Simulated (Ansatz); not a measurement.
# Lattice dynamics of SrCaH2Br2 (built on the sites of a database entry of CaHBr), part 2 of 2

Wanted: vibrations and spectra of SrCaH2Br2 (built on the sites of a database entry of CaHBr); the cell is already relaxed. After the zone centre comes a 2×2×1 q mesh on a 6×6×4 k mesh.

Ansatz 0.2.0; DFT PBEsol, scalar-relativistic, plane waves, PAW.

So far. Step 2 (Modes at Γ): Before it was imposed, the acoustic sum rule was missed by 1.3e-4 eV/Å² and the charge sum rule by 0.0029 e. Small misses are needed for a sound result but don't prove that mesh and cutoff are converged. The lowest optical mode is real, 91.0 cm⁻¹.

The structure was built from a prototype and need not be the compound's stable phase.

### Step 3. Phonons on a q mesh

The mesh has a single point along some directions, so zone-edge points there are not solved. Linear response on a 2×2×1 q mesh gives force constants as far as a supercell of that size would, and the tensors from the zone-centre run are typed in so that the long-range dipole term is interpolated apart.

input.yaml

```yaml
crystal:
  lattice:
    - [4.0268174854, 0.0, 0.0]
    - [0.0, 4.0268174854, 0.0]
    - [0.0, 0.0, 7.2272374249]
  atoms:
    - { symbol: Sr, position: [0.0, 0.5, 0.1828574892] }
    - { symbol: Ca, position: [0.5, 0.0, 0.8210601517] }
    - { symbol: H, position: [0.0, 0.0, -0.0085810047] }
    - { symbol: H, position: [0.5, 0.5, -0.0085810047] }
    - { symbol: Br, position: [0.0, 0.5, 0.6614129652] }
    - { symbol: Br, position: [0.5, 0.0, 0.3518314034] }
kpoints:
  mp_grid: { grid: [6, 6, 4] }
hamiltonian:
  xc: pbesol
scf:
  occupations: { method: fixed }
output:
  eigenvalues: true
phonons:
  method: dfpt
  qmesh: [2, 2, 1]
  temperatures: { t_max: 1000, t_step: 50 }
  qpath:
    path:
      - [[0.0, 0.0, 0.0], [0.0, 0.5, 0.0], [0.5, 0.5, 0.0], [0.0, 0.0, 0.0], [0.0, 0.0, 0.5], [0.0, 0.5, 0.5], [0.5, 0.5, 0.5], [0.0, 0.0, 0.5]]
      - [[0.0, 0.5, 0.0], [0.0, 0.5, 0.5]]
      - [[0.5, 0.5, 0.0], [0.5, 0.5, 0.5]]
    npoints: 10
  non_analytic_term:
    high_frequency_dielectric_tensor: [[4.249, 0.0, 0.0], [0.0, 4.249, 0.0], [0.0, 0.0, 4.3187]]
    born_effective_charges:
      - { species: Sr, tensor: [[2.2092, 0.0, 0.0], [0.0, 2.2092, 0.0], [0.0, 0.0, 2.268]] }
      - { species: Ca, tensor: [[2.4047, 0.0, 0.0], [0.0, 2.4047, 0.0], [0.0, 0.0, 2.2056]] }
      - { species: H, tensor: [[-1.0014, 0.0, 0.0], [0.0, -0.9482, 0.0], [0.0, 0.0, -0.9567]] }
      - { species: H, tensor: [[-0.9482, 0.0, 0.0], [0.0, -1.0014, 0.0], [0.0, 0.0, -0.9567]] }
      - { species: Br, tensor: [[-1.3751, 0.0, 0.0], [0.0, -1.3751, 0.0], [0.0, 0.0, -1.2867]] }
      - { species: Br, tensor: [[-1.2892, 0.0, 0.0], [0.0, -1.2892, 0.0], [0.0, 0.0, -1.2734]] }
    source: "zone-centre run at this cell"
```

On the command line:

```console
> ansatz run input.yaml --threads 8 --pin off --max-ram 14336MiB --backend cpu --events-out ev --progress --plain --runs-dir out
```

Numbers of over 12 decimals in the logs are rounded to 6 here.

The log of the run:

```text
Warning: phonons: the dynamical matrix that this run interpolates holds no multipole term above the dipole-dipole one, and a site of this crystal is no centre of inversion, so its interpolated transverse optical and acoustic branches and sound speeds can stay off near Gamma, and the density of states and the thermodynamics with them. What a run solves at a wave vector of phonons.qpoints, Gamma apart, where the deck admits one, is free of this, and under fd what a larger phonons.supercell samples
[...]
Crystal: 6 atoms, lattice volume = 117.192 Å³
Basis set: ecut = 420 eV, 2313 PW (Γ), exchange–correlation on 60×60×100 points (8 copies of the dense FFT grid, shifted against one another)
Bands: 24, of which v1, the nominal top of the filled ones, is band 18 counted from 1 (17 counted from 0)
Symmetry: 8 space group operations
k-points: 30 of 144 (time reversal used)
[...]
SCF iter   1: F=—  HF=-10798.505212 eV  |F-HF|=—  |Δ(HF+E_count)|=         —  Δρ=5.12e-3  dr2=2.81e-2  ethr=1.77e-3  ⟨swp⟩=6.0  Hψ=3254  notcnv=0  defer=107
[...]
SCF iter   9: F=-10798.499916 eV  HF=-10798.499916 eV  |F-HF|=0.00e0  |Δ(HF+E_count)|=  1.64e-11  Δρ=4.38e-8  dr2=2.46e-12  ethr=1.00e-12  ⟨swp⟩=17.9  Hψ=6191  notcnv=0
SCF 1 converged in 9 iterations: F = -10798.499916 eV  dr2 = 2.46e-12
[...]
NSCF: frozen V_eff on 30 k-points
[...]
DFPT response loops at q = (0, 0, 0) (fractional): preconditioner auto → Resta (q_TF=auto, 2.241 Å⁻¹)  ε∞=4.2 (no band partly filled); β = 1.00, the filter's whole step (`scf.mixing.beta` (0.50) is not read by the response loops at its default; to damp them type it under 1.00, their step now; it binds the ground state too); Broyden in place of MSR1
[...]
SCF converged after 9 iterations
Free energy (F): -10798.499916 eV
[...]
Internal energy: -10798.499916 eV  (E = F + TS)
E sigma→0 (E₀):  -10798.499916 eV
Fermi energy:    5.284208 eV
[...]
--- Band table (eV; the first three rows and the last of 30) ---
  k-point 0: bands = [... 14 lower, 4.0125, 4.1839, 4.1839, 4.7525, 9.1265, 9.6214, 10.2968, 10.2968, ... 2 higher]
  k-point 1: bands = [... 14 lower, 4.1974, 4.1974, 4.7628, 4.7968, 8.9176, 9.6521, 10.3091, 10.3091, ... 2 higher]
  k-point 2: bands = [... 14 lower, 4.2105, 4.2105, 4.7731, 5.2842, 8.7550, 9.4098, 10.3225, 10.3225, ... 2 higher]
  k-point 29: bands = [... 14 lower, 3.2115, 3.2115, 4.3810, 4.3810, 10.0396, 10.5055, 11.1800, 11.8403, ... 2 higher]
--- Phonons (Γ-DFPT): 11 representative perturbations + reference (Σ response iterations 33) ---
  ASR residual: 4.880e-5 → 0.000e0 eV/Å²; symmetrization residual: 8.588e-7 eV/Å²
  ASR residual per site (eV/Å²): 4.88e-5 2.35e-5 6.20e-6 6.20e-6 2.41e-6 1.54e-5
[...]
--- Phonons (arbitrary-q DFPT): 3 irreducible q on the 2×2×1 mesh ---
  q = [0.0000, 0.0000, 0.0000] (star 1, of the zone-centre solve; hermiticity 3.39e-7, symmetrization 2.53e-14): -0.00 -0.00 0.00 90.96 90.96 96.06 98.13 126.09 126.09 151.85 151.85 176.96 741.19 741.19 865.32 909.76 909.76 942.06
  q = [0.0000, -0.5000, 0.0000] (star 2, 18 solved perturbations on 48 of 144 k-point pairs; hermiticity 1.32e-7, symmetrization 1.60e-14): 61.07 62.60 84.84 100.76 106.00 110.43 114.45 129.56 131.34 134.89 175.06 213.88 759.71 839.64 878.40 880.60 895.91 948.43
  q = [-0.5000, -0.5000, 0.0000] (star 1, 11 solved perturbations in 456 linear systems a pass and spin channel, the states on 48 of 144 k-point pairs; hermiticity 1.41e-7, symmetrization 2.03e-13): 82.93 84.63 84.63 86.49 104.27 114.46 114.46 130.24 149.67 149.67 186.52 186.52 674.43 858.32 858.32 860.65 923.56 991.08
  sum rule: each row above includes the acoustic sum rule's correction from the zone centre's row sums; it moved no ω² by more than (1.29 cm⁻¹)²
  mesh force constants: q→R imaginary residual 0.00e0; ASR residual 4.880e-5 → 0.000e0 eV/Å²; symmetrization residual 2.665e-15 eV/Å²
  interpolated dispersion: 94 rows × 18 modes
  density of states and harmonic sums: on the 16×16×9 q-mesh, interpolated from the force constants of a 2×2×1 supercell (with the dipole–dipole term of supplied tensors)
  largest difference from the sums on the solved wave vectors: F 1.69e-1 eV, S 2.34e-4 and C_V 6.39e-5 eV/K
  zero-point energy: 0.408937 eV/cell   skipped modes (ω ≤ 0): 3   left out of the sums: 7.23e-5 of the cell's modes: C_V's classical limit lies that fraction below 3 k_B per atom; for a crystal, a wire or a layer, F and S can be off by more, and a phonons.interpolated_qmesh denser along its periods is the remedy for the sampling
```

Elapsed: 61 s, on 8 threads of Arm Neoverse V2, shared host; peak memory 0.82 GiB.

This step gave:

```
sum-rule residual before enforcement                          : 4.88e-5 eV/Å²
lowest mode on the q mesh (acoustic modes at Γ apart)         : 61.07 cm⁻¹
highest frequency at a solved wavevector (no LO-TO term at Γ) : 991.1 cm⁻¹
```

Frequencies (cm⁻¹) solved at each irreducible wavevector; negative means imaginary. Frequencies by wavevector, by row:

```
q in reciprocal lattice units  star  mode 1  mode 2  mode 3  mode 4  mode 16  mode 17  mode 18
                        0 0 0     1       0       0       0      91    909.8    909.8    942.1
                     0 -0.5 0     2    61.1    62.6    84.8   100.8    880.6    895.9    948.4
                  -0.5 -0.5 0     1    82.9    84.6    84.6    86.5    860.6    923.6    991.1
```

Symmetry leaves 3 wavevectors to solve. The lowest mode among them, the acoustic zeros apart, lies at q = (0, -0.5, 0) and is real, 61.1 cm⁻¹.

### Step 4. Another isotope, element Br, natural mass 79.904 amu

An isotope changes the mass and not the force constants, so no new electronic calculation is needed; the shifts show which modes move this element.

The same force constants with the mass of Br changed from 79.904 to 80.916 u (phonopy, no LO-TO term). Both lists are sorted by frequency; levels can cross, so a row need not hold one and the same mode. Modes under 3 cm⁻¹ are left out. Isotope shifts, by row, the first 40 of 51 rows:

```
          q  rank  natural mass (cm⁻¹)  changed mass (cm⁻¹)
      0 0 0     4                90.96                90.52
      0 0 0     5                90.96                90.52
      0 0 0     6                96.06                95.78
      0 0 0     7                98.13                97.64
      0 0 0     8                126.1                125.8
      0 0 0     9                126.1                125.8
      0 0 0    10                151.8                151.6
      0 0 0    11                151.8                151.6
      0 0 0    12                  177                176.8
      0 0 0    13                741.2                741.2
      0 0 0    14                741.2                741.2
      0 0 0    15                865.3                865.3
      0 0 0    16                909.8                909.8
      0 0 0    17                909.8                909.8
      0 0 0    18                942.1                  942
   0 -0.5 0     1                61.07                60.76
   0 -0.5 0     2                 62.6                62.42
   0 -0.5 0     3                84.84                84.33
   0 -0.5 0     4                100.8                100.3
   0 -0.5 0     5                  106                105.3
   0 -0.5 0     6                110.4                109.8
   0 -0.5 0     7                114.5                114.4
   0 -0.5 0     8                129.6                129.4
   0 -0.5 0     9                131.3                130.7
   0 -0.5 0    10                134.9                134.9
   0 -0.5 0    11                175.1                  175
   0 -0.5 0    12                213.9                213.8
   0 -0.5 0    13                759.7                759.7
   0 -0.5 0    14                839.6                839.6
   0 -0.5 0    15                878.4                878.4
   0 -0.5 0    16                880.6                880.6
   0 -0.5 0    17                895.9                895.9
   0 -0.5 0    18                948.4                948.4
-0.5 -0.5 0     1                82.93                82.74
-0.5 -0.5 0     2                84.63                84.14
-0.5 -0.5 0     3                84.63                84.14
-0.5 -0.5 0     4                86.49                   86
-0.5 -0.5 0     5                104.3                103.9
-0.5 -0.5 0     6                114.5                113.9
-0.5 -0.5 0     7                114.5                113.9
```

A mode of this element alone would shift by -0.63 %. The highest zone-centre frequency without the field goes from 942.1 to 942.0 cm⁻¹ (-0.0 %). The product of the frequency ratios over all optical modes at Γ is 0.973; the product rule, (m/m′)^(3k/2) (M′/M)^(3/2) with k = 2 such atoms and M the mass of the cell, gives 0.973.

### Step 5. Isotope substitution, element Ca, natural mass 40.078 amu

The same for Ca, from 40.08 to 47.95 u.

The same force constants with the mass of Ca changed from 40.078 to 47.953 u (phonopy, no LO-TO term). Both lists are sorted by frequency; levels can cross, so a row need not hold one and the same mode. Modes under 3 cm⁻¹ are left out. Isotope shifts, by row, the first 40 of 51 rows:

```
          q  rank  natural mass (cm⁻¹)  changed mass (cm⁻¹)
      0 0 0     4                90.96                90.61
      0 0 0     5                90.96                90.61
      0 0 0     6                96.06                94.71
      0 0 0     7                98.13                96.96
      0 0 0     8                126.1                120.7
      0 0 0     9                126.1                120.7
      0 0 0    10                151.8                147.7
      0 0 0    11                151.8                147.7
      0 0 0    12                  177                168.4
      0 0 0    13                741.2                740.7
      0 0 0    14                741.2                740.7
      0 0 0    15                865.3                865.3
      0 0 0    16                909.8                909.8
      0 0 0    17                909.8                909.8
      0 0 0    18                942.1                941.7
   0 -0.5 0     1                61.07                60.22
   0 -0.5 0     2                 62.6                62.51
   0 -0.5 0     3                84.84                84.84
   0 -0.5 0     4                100.8                100.8
   0 -0.5 0     5                  106                105.6
   0 -0.5 0     6                110.4                  110
   0 -0.5 0     7                114.5                114.5
   0 -0.5 0     8                129.6                  122
   0 -0.5 0     9                131.3                123.8
   0 -0.5 0    10                134.9                130.6
   0 -0.5 0    11                175.1                173.1
   0 -0.5 0    12                213.9                196.9
   0 -0.5 0    13                759.7                759.4
   0 -0.5 0    14                839.6                839.6
   0 -0.5 0    15                878.4                878.4
   0 -0.5 0    16                880.6                880.5
   0 -0.5 0    17                895.9                895.9
   0 -0.5 0    18                948.4                948.2
-0.5 -0.5 0     1                82.93                82.93
-0.5 -0.5 0     2                84.63                84.54
-0.5 -0.5 0     3                84.63                84.54
-0.5 -0.5 0     4                86.49                85.43
-0.5 -0.5 0     5                104.3                104.3
-0.5 -0.5 0     6                114.5                114.3
-0.5 -0.5 0     7                114.5                114.3
```

A mode of this element alone would shift by -8.58 %. The highest zone-centre frequency without the field goes from 942.1 to 941.7 cm⁻¹ (-0.0 %). The product of the frequency ratios over all optical modes at Γ is 0.796; the product rule, (m/m′)^(3k/2) (M′/M)^(3/2) with k = 1 such atoms and M the mass of the cell, gives 0.795.

### Step 6. Isotope substitution, element H, natural mass 1.008 amu

The same for H, from 1.01 to 2.01 u.

The same force constants with the mass of H changed from 1.008 to 2.014 u (phonopy, no LO-TO term). Both lists are sorted by frequency; levels can cross, so a row need not hold one and the same mode. Modes under 3 cm⁻¹ are left out. Isotope shifts, by row, the first 40 of 51 rows:

```
          q  rank  natural mass (cm⁻¹)  changed mass (cm⁻¹)
      0 0 0     4                90.96                90.96
      0 0 0     5                90.96                90.96
      0 0 0     6                96.06                96.03
      0 0 0     7                98.13                 98.1
      0 0 0     8                126.1                125.8
      0 0 0     9                126.1                125.8
      0 0 0    10                151.8                151.8
      0 0 0    11                151.8                151.8
      0 0 0    12                  177                176.9
      0 0 0    13                741.2                527.2
      0 0 0    14                741.2                527.2
      0 0 0    15                865.3                612.2
      0 0 0    16                909.8                644.5
      0 0 0    17                909.8                644.5
      0 0 0    18                942.1                669.3
   0 -0.5 0     1                61.07                61.01
   0 -0.5 0     2                 62.6                62.53
   0 -0.5 0     3                84.84                84.81
   0 -0.5 0     4                100.8                100.7
   0 -0.5 0     5                  106                  106
   0 -0.5 0     6                110.4                110.4
   0 -0.5 0     7                114.5                114.3
   0 -0.5 0     8                129.6                129.4
   0 -0.5 0     9                131.3                131.3
   0 -0.5 0    10                134.9                134.6
   0 -0.5 0    11                175.1                174.9
   0 -0.5 0    12                213.9                213.6
   0 -0.5 0    13                759.7                  539
   0 -0.5 0    14                839.6                594.7
   0 -0.5 0    15                878.4                  622
   0 -0.5 0    16                880.6                624.3
   0 -0.5 0    17                895.9                  635
   0 -0.5 0    18                948.4                672.6
-0.5 -0.5 0     1                82.93                82.84
-0.5 -0.5 0     2                84.63                84.62
-0.5 -0.5 0     3                84.63                84.62
-0.5 -0.5 0     4                86.49                86.45
-0.5 -0.5 0     5                104.3                104.3
-0.5 -0.5 0     6                114.5                114.4
-0.5 -0.5 0     7                114.5                114.4
```

A mode of this element alone would shift by -29.26 %. The highest zone-centre frequency without the field goes from 942.1 to 669.3 cm⁻¹ (-29.0 %). The product of the frequency ratios over all optical modes at Γ is 0.127; the product rule, (m/m′)^(3k/2) (M′/M)^(3/2) with k = 2 such atoms and M the mass of the cell, gives 0.127.

### Step 7. Isotope substitution, element Sr, natural mass 87.62 amu

The same for Sr, from 87.62 to 85.91 u.

The same force constants with the mass of Sr changed from 87.620 to 85.909 u (phonopy, no LO-TO term). Both lists are sorted by frequency; levels can cross, so a row need not hold one and the same mode. Modes under 3 cm⁻¹ are left out. Isotope shifts, by row, the first 40 of 51 rows:

```
          q  rank  natural mass (cm⁻¹)  changed mass (cm⁻¹)
      0 0 0     4                90.96                91.14
      0 0 0     5                90.96                91.14
      0 0 0     6                96.06                96.51
      0 0 0     7                98.13                98.13
      0 0 0     8                126.1                126.3
      0 0 0     9                126.1                126.3
      0 0 0    10                151.8                152.4
      0 0 0    11                151.8                152.4
      0 0 0    12                  177                177.3
      0 0 0    13                741.2                741.2
      0 0 0    14                741.2                741.2
      0 0 0    15                865.3                865.3
      0 0 0    16                909.8                909.8
      0 0 0    17                909.8                909.8
      0 0 0    18                942.1                942.1
   0 -0.5 0     1                61.07                61.09
   0 -0.5 0     2                 62.6                62.92
   0 -0.5 0     3                84.84                84.87
   0 -0.5 0     4                100.8                  101
   0 -0.5 0     5                  106                  106
   0 -0.5 0     6                110.4                110.5
   0 -0.5 0     7                114.5                115.5
   0 -0.5 0     8                129.6                129.7
   0 -0.5 0     9                131.3                131.6
   0 -0.5 0    10                134.9                134.9
   0 -0.5 0    11                175.1                176.4
   0 -0.5 0    12                213.9                  214
   0 -0.5 0    13                759.7                759.7
   0 -0.5 0    14                839.6                839.7
   0 -0.5 0    15                878.4                878.4
   0 -0.5 0    16                880.6                880.6
   0 -0.5 0    17                895.9                895.9
   0 -0.5 0    18                948.4                948.4
-0.5 -0.5 0     1                82.93                83.44
-0.5 -0.5 0     2                84.63                84.69
-0.5 -0.5 0     3                84.63                84.69
-0.5 -0.5 0     4                86.49                86.49
-0.5 -0.5 0     5                104.3                104.7
-0.5 -0.5 0     6                114.5                114.7
-0.5 -0.5 0     7                114.5                114.7
```

A mode of this element alone would shift by +0.99 %. The highest zone-centre frequency without the field goes from 942.1 to 942.1 cm⁻¹ (+0.0 %). The product of the frequency ratios over all optical modes at Γ is 1.021; the product rule, (m/m′)^(3k/2) (M′/M)^(3/2) with k = 1 such atoms and M the mass of the cell, gives 1.021.

### Step 8. Results

```
space group (within 0.01 Å)                             : P4mm
volume per atom                                         : 19.5 Å³
gap on the k-mesh                                       : 3.47 eV
highest optical mode at the zone centre (no LO-TO term) : 942 cm⁻¹
top of the zone-centre spectrum with the field          : 1036 cm⁻¹
lowest optical zone-centre mode                         : 91.0 cm⁻¹
mean high-frequency dielectric constant                 : 4.27
mean static dielectric constant                         : 10.4
largest Born charge (third of the trace)                : 2.34 e
lowest mode on the q mesh (acoustic modes at Γ apart)   : 61.1 cm⁻¹
imaginary modes on the 2×2×1 q mesh                     : none
```

What this shows: The structure is a minimum as far as tested: no mode is imaginary at the 3 irreducible wavevectors of the 2×2×1 mesh, and the softest away from the acoustic zeros lies at 61 cm⁻¹. Without the field, the optical modes at Γ span 91 to 942 cm⁻¹. The highest mode in this list at Γ, 942.1 cm⁻¹, is mostly motion of H (99 % of the kinetic energy). With the macroscopic field of the longitudinal modes the top of the zone-centre spectrum lies at 1036 cm⁻¹, against 942 cm⁻¹ without it. Lattice motion raises the mean dielectric constant from 4.272 to 10.40. The strongest infrared line is at 741 cm⁻¹. The q mesh is too sparse to interpolate, so only the solved wavevectors are given. The program warns that the interpolation holds no quadrupole term, so branches close to Γ can be off in this crystal. The starting cell was built on a prototype and not taken from a measurement, so the phase need not exist. These are harmonic frequencies at zero temperature: anharmonic shifts, linewidths and thermal expansion are left out.

[Logs are printed without paths, hosts, clocks, repeated set-up lines and the standing remarks that a program may print on its own settings, such as how far it seeks lower states.]

[Hosts, paths, dates, database ids (printed as entryN), source tags and the programs' standing remarks are cut or masked in the printed files.]
